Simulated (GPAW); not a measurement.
# How BN absorbs and reflects light, part 2 of 2

Wanted: where BN starts to absorb, how strongly, and its refractive index. The cell comes from an older database entry, whose edges can differ from later determinations, mostly by under a per cent.

GPAW 26.7.0; DFT, PBE, plane-wave PAW (GPAW data sets), scalar-relativistic, RPA, optical limit.

So far. Step 2 (Ground state): There is a gap, 4.26 eV on this mesh (points off the mesh can give less), so no carriers' term is needed.

The database entry behind the starting cell differs from later determinations by our own check (about 0.3 % short, minor phase), so it need not match the best structure at ambient conditions.

## (4) Dielectric function, RPA

Transitions between filled and empty bands, summed over the zone, give the optical response, so mesh, band count and broadening shape it.

The induced potential is part of this response.

This step: DFT, PBE, plane-wave PAW (GPAW data sets), scalar-relativistic, RPA, optical limit (GPAW 26.7.0).

The input, df.py:

```python
from gpaw.response.df import DielectricFunction

df = DielectricFunction('full.gpw', frequencies={'type': 'nonlinear', 'domega0': 0.03, 'omega2': 8},
                        ecut=60,
                        eta=0.2,
                        nbands=40,
                        txt='df.txt')
for direction in ['x', 'z']:
    df.get_dielectric_function(xc='RPA', direction=direction, filename=f'df_{direction}.csv')
```

On the command line:

```console
$ OMP_NUM_THREADS=1 python df.py
```

Numbers of over 12 decimals in the logs are rounded to 6 here.

Output:

```text
Using integrator: PointIntegrator
NonLinearFrequencyDescriptor(from 0.000 to 68.379 eV, 503 points)
Nonperiodic BCs:  [False False False]
Using integrator: PointIntegrator
NonLinearFrequencyDescriptor(from 0.000 to 68.379 eV, 503 points)
Nonperiodic BCs:  [False False False]

Calculating chi0 body with:
    Ground state adapter containing:
    Number of spins: 1
    Number of kpoints: 1944
    Number of irreducible kpoints: 202
    Number of completely occupied states: 8
    Number of partially occupied states: 8

    Linear response parametrization:
    q_c: [0.0, 0.0, 0.0]
    Number of frequency points: 503
    Planewave cutoff: 60.0
    Number of bands: 40
    Number of planewaves: 39
    Broadening (eta): 0.2

Integrating chi0 body.

Symmetries of q_c:
    Direct symmetries (Uq -> q): 12
    Indirect symmetries (TUq -> q): 0
In total 12 allowed symmetries.

202 groups of equivalent kpoints. 89.609053% reduction.

Integral kind: spectral function

Calculating chi0 optical extensions with:
    Ground state adapter containing:
    Number of spins: 1
    Number of kpoints: 1944
    Number of irreducible kpoints: 202
    Number of completely occupied states: 8
    Number of partially occupied states: 8

    Linear response parametrization:
    Number of frequency points: 503
    Planewave cutoff: 60.0
    Number of bands: 40
    Number of planewaves: 39
    Broadening (eta): 0.2
Integrating chi0 head and wings.

Symmetries of q_c:
    Direct symmetries (Uq -> q): 12
    Indirect symmetries (TUq -> q): 0
In total 12 allowed symmetries.

202 groups of equivalent kpoints. 89.609053% reduction.

Integral kind: spectral function wings
```

Wall time 21 s (1 thread of Arm Neoverse V1, shared host); peak memory 0.25 GiB.

This step gave:

| Property | Result |
| --- | --- |
| electronic dielectric constant ε∞, mean over x, y and z (by symmetry where fewer were run) | 3.933 |
| main peak of Im epsilon, first axis | 5.688 eV |
| centre of weight of the strongest loss peak in the window | 26.97 eV |

Some rows of df_x.csv (energy; Re and Im without local fields; Re and Im with them):

```text
0.000000, 4.862425, 0.000000, 4.626175, 0.000000
0.619237, 4.892412, 0.019693, 4.653345, 0.017836
1.279498, 4.995496, 0.044004, 4.746635, 0.039782
1.984998, 5.208048, 0.079766, 4.938475, 0.071847
2.740552, 5.616084, 0.145659, 5.304809, 0.130264
3.551683, 6.477192, 0.319445, 6.069735, 0.281386
4.424758, 9.093965, 1.588166, 8.340183, 1.335498
5.367152, 7.567268, 7.781733, 7.481443, 6.734111
6.387465, -0.844058, 5.892160, -0.452678, 5.899232
7.495775, 0.396959, 2.133647, 0.451089, 2.112192
8.703980, 1.313894, 1.125825, 1.295776, 1.094791
10.026223, 2.354336, 0.738949, 2.274503, 0.715151
11.479449, 3.561358, 0.937984, 3.345551, 0.865442
13.084136, 6.577713, 4.694726, 6.279758, 3.758615
14.865263, -0.845496, 4.844014, -0.512765, 4.741349
16.853625, -0.704153, 2.814259, -0.488005, 2.775622
19.087623, -0.673358, 1.725325, -0.513560, 1.791567
21.615770, -0.501383, 0.964133, -0.444095, 1.041220
24.500258, -0.135136, 0.445672, -0.121745, 0.492114
27.822136, 0.192548, 0.317156, 0.178166, 0.327710
31.689054, 0.470672, 0.172444, 0.479231, 0.165504
```

The Im ε has structure finer than the step of the table below, so its rows give means over 2 eV, whole bins alone (the curve runs from 0 to 36 eV). Peaks (eV: height): E ∥ x 5.7: 9.92, 14.1: 7.24; E ∥ z 5.1: 1.05, 10.2: 4.87, 15.1: 2.58.

Values under the direct gap are tails of Lorentzian lines. The Im ε by photon energy; means over each step:

```
photon energy (eV)   E ∥ x   E ∥ z
                 2  0.0801  0.0172
                 4    1.27   0.274
                 6    6.53   0.760
                 8    1.74   0.451
                10   0.795    2.84
                12    1.21    1.94
                14    5.98    1.45
                16    3.56    1.43
                18    2.22   0.808
                20    1.46   0.960
                22   0.938   0.586
                24   0.627   0.518
                26   0.453   0.485
                28   0.299   0.652
                30   0.199   0.579
                32   0.175   0.475
                34   0.273   0.608
```

The Re ε by photon energy:

```
photon energy (eV)     E ∥ x  E ∥ z
                 0      4.63   2.55
                 1      4.70   2.56
                 2      4.94   2.62
                 3      5.49   2.73
                 4      6.89   3.01
                 5      8.43   3.00
                 6     0.958   2.51
                 7    -0.147   2.56
                 8     0.532   2.96
                 9      1.54   3.93
                10      2.25   4.15
                11      2.95   1.45
                12      3.92  0.790
                13      6.30   1.13
                14      2.75   1.34
                15    -0.305   1.53
                16     -1.17  0.134
                17    -0.455  0.601
                18    -0.718   1.13
                19    -0.470  0.894
                20    -0.610  0.769
                21    -0.522  0.626
                22    -0.473  0.626
                23    -0.233  0.857
                24    -0.224  0.828
                25  -0.00620  0.891
                26    0.0357   1.03
                27     0.101   1.04
                28     0.191  0.987
                29     0.247  0.799
                30     0.346  0.920
                31     0.419  0.767
                32     0.507  0.908
                33     0.583  0.964
                34     0.627  0.907
                35     0.538  0.821
                36     0.533  0.873
```

Refractive index n and extinction k against photon energy:

```
photon energy (eV)  n, E ∥ x  k, E ∥ x  n, E ∥ z  k, E ∥ z
                 0      2.15         0      1.60         0
                 1      2.17   0.00690      1.60   0.00213
                 2      2.22    0.0163      1.62   0.00491
                 3      2.34    0.0347      1.65    0.0101
                 4      2.63    0.0985      1.74    0.0299
                 5      3.03     0.881      1.76     0.288
                 6      2.10      1.86      1.60     0.236
                 7      1.26      1.31      1.61     0.152
                 8      1.07     0.781      1.72     0.112
                 9      1.30     0.390      1.99     0.170
                10      1.52     0.234      2.26     0.971
                11      1.73     0.239      1.55     0.979
                12      1.99     0.233      1.18     0.781
                13      2.59     0.641      1.20     0.553
                14      2.27      1.56      1.28     0.546
                15      1.45      1.55      1.46     0.779
                16      1.08      1.53     0.846     0.762
                17      1.09      1.29     0.860     0.374
                18     0.916      1.25      1.11     0.314
                19     0.824      1.07      1.07     0.500
                20     0.644      1.01      1.01     0.505
                21     0.656     0.977     0.918     0.467
                22     0.530     0.868     0.854     0.320
                23     0.533     0.719     0.962     0.263
                24     0.462     0.661     0.956     0.294
                25     0.497     0.503     0.972     0.232
                26     0.506     0.469      1.04     0.227
                27     0.471     0.347      1.05     0.271
                28     0.532     0.304      1.05     0.328
                29     0.530     0.185     0.950     0.322
                30     0.612     0.170      1.00     0.296
                31     0.661     0.136     0.922     0.289
                32     0.722     0.117     0.979     0.226
                33     0.774     0.126      1.01     0.256
                34     0.810     0.170      1.01     0.345
                35     0.763     0.210     0.960     0.316
                36     0.762     0.216     0.978     0.290
```

The Im ε, E ∥ x has structure finer than the step of the table below, so its rows give means over 2 eV, whole bins alone (the curve runs from 0 to 36 eV). Peaks (eV: height): without local fields 5.7: 10.9, 14.1: 7.73; with local fields 5.7: 9.92, 14.1: 7.24.

Values under the direct gap are tails of Lorentzian lines. Im ε, E ∥ x against photon energy; means over each step:

```
photon energy (eV)  without local fields  with local fields
                 2                0.0892             0.0801
                 4                  1.51               1.27
                 6                  6.98               6.53
                 8                  1.76               1.74
                10                 0.822              0.795
                12                  1.41               1.21
                14                  6.49               5.98
                16                  3.60               3.56
                18                  2.19               2.22
                20                  1.38               1.46
                22                 0.862              0.938
                24                 0.575              0.627
                26                 0.412              0.453
                28                 0.286              0.299
                30                 0.202              0.199
                32                 0.182              0.175
                34                 0.280              0.273
```

The reflectivity at normal incidence has structure finer than the step of the table below, so its rows give means over 1 eV, whole bins alone (the curve runs from 0 to 36 eV). Peaks (eV: height): E ∥ x 5.8: 37.1, 14.6: 36.2, 15.9: 35.7, 17.6: 33.7, 18.3: 33.5, 19.8: 32.4, 22.0: 31.8; E ∥ z 4.7: 9.32, 10.2: 23.6, 11.3: 20.0, 15.3: 17.4, 20.2: 6.34.

The reflectivity at normal incidence by photon energy; means over each step:

```
photon energy (eV)  E ∥ x (%)  E ∥ z (%)
                 1       13.6       5.34
                 2       14.4       5.58
                 3       16.2       6.09
                 4       20.5       7.39
                 5       28.6       8.34
                 6       35.6       6.01
                 7       26.2       5.79
                 8       11.5       7.37
                 9       4.55       11.7
                10       4.99       20.1
                11       7.84       17.8
                12       11.8       12.2
                13       21.9       6.42
                14       31.2       6.71
                15       32.5       12.5
                16       32.8       14.0
                17       28.7       5.13
                18       32.0       2.95
                19       28.4       5.41
                20       29.8       5.73
                21       28.6       5.51
                22       29.9       3.43
                23       25.4       1.77
                24       27.5       2.09
                25       21.0       1.36
                26       19.8       1.30
                27       17.6       1.74
                28       13.3       2.51
                29       10.7       2.55
                30       6.69       2.12
                31       4.79       2.25
                32       3.13       1.38
                33       2.17       1.60
                34       2.04       2.53
                35       2.95       2.47
```

Optical constants at common wavelengths, from n + ik = √ε:

```
wavelength (nm)   n x    k x  R (%) x   1/α x   n z    k z  R (%) z   1/α z
           1550  2.16  0.005     13.5   23 µm  1.60  0.002      5.3   74 µm
            800  2.19  0.012     14.0  5.5 µm  1.61  0.004      5.4   18 µm
            633  2.22  0.016     14.4  3.2 µm  1.62  0.005      5.6   11 µm
            532  2.25  0.021     14.9  2.0 µm  1.63  0.006      5.7  6.8 µm
            450  2.31  0.029     15.6  1.3 µm  1.64  0.008      5.9  4.3 µm
            365  2.42  0.049     17.3  592 nm  1.68  0.014      6.4  2.0 µm
            308  2.64  0.102     20.3  240 nm  1.74  0.031      7.3  786 nm
```

Below the direct gap, k and the depth come from the tails of the Lorentzian lines, not from transitions.

Rows near the edge hang on the gap, which this functional as a rule makes too small, and phonon-assisted absorption is left out.

At 1064 nm the birefringence n(z) − n(x) is -0.571: the crystal is uniaxial negative at this level.

## (5) Results

```yaml
electronic_dielectric_constant_eps_infinity_mean_over_x_y_and_z_by_symmetry_where_fewer_were_run_rpa: 3.93
main_peak_of_im_epsilon_first_axis: 5.69 eV
centre_of_weight_of_the_strongest_loss_peak_in_the_window_first_axis: 27.0 eV
```

What this shows: At this level (PBE, RPA) BN has a mean ε∞ = 3.93 and n = 2.16 at 1550 nm (E ∥ x), and Im ε peaks at 5.7 eV (E ∥ x). On the mesh the gap is 4.22 eV and the least direct gap 4.63 eV, so on this mesh the band edges lie at different points. Local fields change the static value along x from 4.86 to 4.63 (-5 %). Distinct maxima of Im ε, read by a parabola through the highest points, lie at 5.69 eV (9.9) and 14.13 eV (7.2) for E ∥ x. The static values by axis are 4.63 (x), 2.55 (z). At 1064 nm the birefringence n(z) − n(x) is -0.571: the crystal is uniaxial negative at this level. Excitons and phonon-assisted transitions are missing; PBE gaps are as a rule too small, which pulls the onset down and ε∞ up. The sum runs over mesh points, so small or evenly spaced maxima can still be ripples of the mesh.

[Machine, clock and banner lines and Python warnings are left out of the logs.]

[Logs are printed without paths, hosts, clocks, repeated set-up lines and the standing remarks that a program may print on its own settings, such as how far it seeks lower states.]

[Hosts, paths, dates, database ids (printed as entryN), source tags and the programs' standing remarks are cut or masked in the printed files.]
